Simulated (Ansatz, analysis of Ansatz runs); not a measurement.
# CsLi2Cl3 (Immm), nudged elastic band: V_Cl hop (3.4 Å) (q = +1), part 2 of 3

Aim: the barrier of one jump in CsLi2Cl3 (Immm) at charge +1: V_Cl hop (3.4 Å). The model is a cell of 108 host atoms with 1 Cl taken out; Cl is the atom that moves.

Ansatz 0.2.0; plane-wave PAW DFT, PBEsol; nudged elastic band between two relaxed defect structures at fixed charge in a uniform background.

So far: Starting point; Relaxation of the start point, charge +1.

## Step 3: Relaxation of the end point, charge +1

Level of this step: plane-wave PAW DFT, PBEsol; relaxation of all atoms of a defect supercell at fixed charge in a uniform background (Ansatz).

The end point is relaxed in the same cell and settings, so that the two energies compare. Atoms more than 3.2 Å from the middle of the hop start where the first relaxation left them, the nearer ones on or close to their ideal places, with small random displacements.

qp1_c108k1s.end/input.yaml

```yaml
crystal:
  lattice:
    - [13.50323186, 0.0, 0.0]
    - [0.0, -15.369514, 0.0]
    - [-4.50107729, 5.12317133, -12.24892595]
  atoms:
    - { symbol: Cs, position: [0.16807889, 0.16702947, 0.00298697] }
    - { symbol: Li, position: [0.0637565, 0.06497923, 0.19216215] }
[... 16 atom lines left out ...]
    - { symbol: Cs, position: [0.16286671, 0.49938328, 0.49874717] }
[... 1 atom line left out ...]
    - { symbol: Li, position: [0.26905505, 0.60238838, 0.80716514] }
    - { symbol: Cl, position: [0.06486002, 0.57495942, 0.72425672] }
    - { symbol: Cl, position: [0.26701353, 0.44232207, 0.75947009] }
[... 8 atom lines left out ...]
    - { symbol: Li, position: [0.06422825, 0.72968164, 0.69124187] }
[... 2 atom lines left out ...]
    - { symbol: Cl, position: [0.410018, 0.576685, 0.730055] }
[... 21 atom lines left out ...]
    - { symbol: Li, position: [0.62977569, 0.60460398, 0.81498804] }
[... 2 atom lines left out ...]
    - { symbol: Cs, position: [0.50141163, 0.83234883, 0.00233545] }
[... 4 atom lines left out ...]
    - { symbol: Cl, position: [0.33064724, 0.66767955, 0.00165846] }
[... 1 atom line left out ...]
    - { symbol: Li, position: [0.39761162, 0.73094495, 0.69283486] }
[... 2 atom lines left out ...]
    - { symbol: Cl, position: [0.57336199, 0.73101235, 0.75997198] }
    - { symbol: Cl, position: [0.33299658, 0.66367771, 0.49872627] }
[... 35 atom lines left out ...]
    - { symbol: Cl, position: [0.66703131, 0.66720967, 0.49930782] }
total_charge: 1
basis:
  ecutwfc: 420
  xc_grid: 2
hamiltonian:
  xc: pbesol
kpoints:
  mp_grid: { grid: [1, 1, 1], shift: [0.25, 0.25, 0.25] }
scf:
  occupations: { method: fixed }
  max_iter: 150
output:
  forces: true
relax:
  f_tol: 0.02
  max_steps: 70
  random_displacement: { amplitude: 0.01, seed: 3106 }
```

Started as:

```
> ansatz run input.yaml --threads 8 --pin off --max-ram 14131MiB --backend cpu --events-out ev --progress --plain --runs-dir out
```

What it wrote:

```text
[...]
Crystal: 107 atoms, lattice volume = 2542.119 Å³
Basis set: ecut = 420 eV, 49711 PW (Γ), exchange–correlation on 192×216×192 points (8 copies of the dense FFT grid, shifted against one another)
Bands: 427, of which v1, the nominal top of the filled ones, is band 320 counted from 1 (319 counted from 0)
Symmetry: 1 space group operations
k-points: 1
[...]
SCF iter   1: F=—  HF=-164278.959587 eV  |F-HF|=—  |Δ(HF+E_count)|=         —  Δρ=2.74e-3  dr2=3.29e-1  ethr=1.77e-3  ⟨swp⟩=8.0  Hψ=1671  notcnv=0  defer=105
[...]
SCF iter   7: F=-164278.870766 eV  HF=-164278.870766 eV  |F-HF|=6.46e-7  |Δ(HF+E_count)|=   9.73e-6  Δρ=3.62e-6  dr2=4.54e-7  ethr=1.33e-9  ⟨swp⟩=2.0  Hψ=1183  notcnv=0
SCF 1 converged in 7 iterations: F = -164278.870766 eV  dr2 = 4.54e-7
[...]
F+E_penalty+E_count = -164280.59019451 eV   max|allowed force component| = 7.039e-3 eV/Å
  atoms:
    - { symbol: Cs, position: [0.167852, 0.168233, 0.004804] }
    - { symbol: Li, position: [0.063928, 0.064291, 0.191817] }
    [... 16 atoms left out ...]
    - { symbol: Cs, position: [0.166048, 0.500740, 0.497219] }
    [... 1 atom left out ...]
    - { symbol: Li, position: [0.271750, 0.585938, 0.814286] }
    [... 1 atom left out ...]
    - { symbol: Cl, position: [0.256928, 0.422244, 0.768875] }
    [... 8 atoms left out ...]
    - { symbol: Li, position: [0.036887, 0.727717, 0.684264] }
    [... 2 atoms left out ...]
    - { symbol: Cl, position: [0.399870, 0.602717, 0.739617] }
    [... 24 atoms left out ...]
    - { symbol: Cs, position: [0.504116, 0.833779, 0.000486] }
    [... 4 atoms left out ...]
    - { symbol: Cl, position: [0.333821, 0.669644, 0.000424] }
    [... 1 atom left out ...]
    - { symbol: Li, position: [0.419784, 0.728902, 0.684607] }
    [... 2 atoms left out ...]
    - { symbol: Cl, position: [0.602269, 0.758954, 0.775011] }
    - { symbol: Cl, position: [0.336110, 0.666014, 0.497542] }
    [... 36 atoms left out ...]
[key lines of the parts left out:]
SCF converged after 6 iterations
Free energy (F): -164280.590195 eV
Fermi energy:    2.045653 eV
```

It took 4.3 min on 8 threads of Arm Neoverse N1, shared host; peak memory 4.7 GiB; 33 min of CPU time.

Relaxation path:

```
step  energy less that of the first step (eV)  largest force component (eV/Å)
   1                                   0.0000                          1.1017
   2                                  -0.9885                          0.5303
   3                                  -1.5603                          0.2031
   4                                  -1.7059                          0.0362
   5                                  -1.7181                          0.0122
   6                                  -1.7194                          0.0070
```

The atoms that moved most (Å, from the sites as typed, ahead of the random displacement):

```
atom      dx      dy      dz  length
Cl70   0.323  -0.352  -0.184   0.511
Cl22   0.316  -0.324  -0.180   0.487
Cl23  -0.178   0.358  -0.115   0.416
Cl35  -0.180  -0.350  -0.117   0.411
Cl69  -0.184   0.337  -0.112   0.400
Li57  -0.345  -0.024   0.089   0.357
Li67   0.337  -0.010   0.101   0.352
Li32  -0.338  -0.005   0.086   0.348
```

Neighbours of Cl35 at the end:

```
atom  distance (Å)
Li21         2.349
Li67         2.378
Li57         2.581
Li56         3.150
Cl70         3.426
Cl23         3.596
Cs19         3.632
Cl58         3.689
Cl71         3.707
```

Read from the output:

- free energy: -164280.5902 eV
- r.m.s. move of the farther half of the atoms: 0.04623 Å
- largest move from the ideal geometry of this structure, a common shift of the far atoms taken out: 0.4252 Å

The relaxation gained 1.719 eV and ended with a largest force component of 0.0070 eV/Å. The end lies within 1 meV of the start.

[end of part 2 of 3]

[Long decimals in the printed logs are rounded to 6 places.]

[Repeated set-up lines and some long k-point lines are left out of the logs, and relaxed atomic positions are cut to six decimals.]

[Logs are printed without paths, hosts, clocks, repeated set-up lines and the standing remarks that a program may print on its own settings, such as how far it seeks lower states.]

[Hosts, paths, dates, database ids (printed as entryN), source tags and the programs' standing remarks are cut or masked in the printed files.]
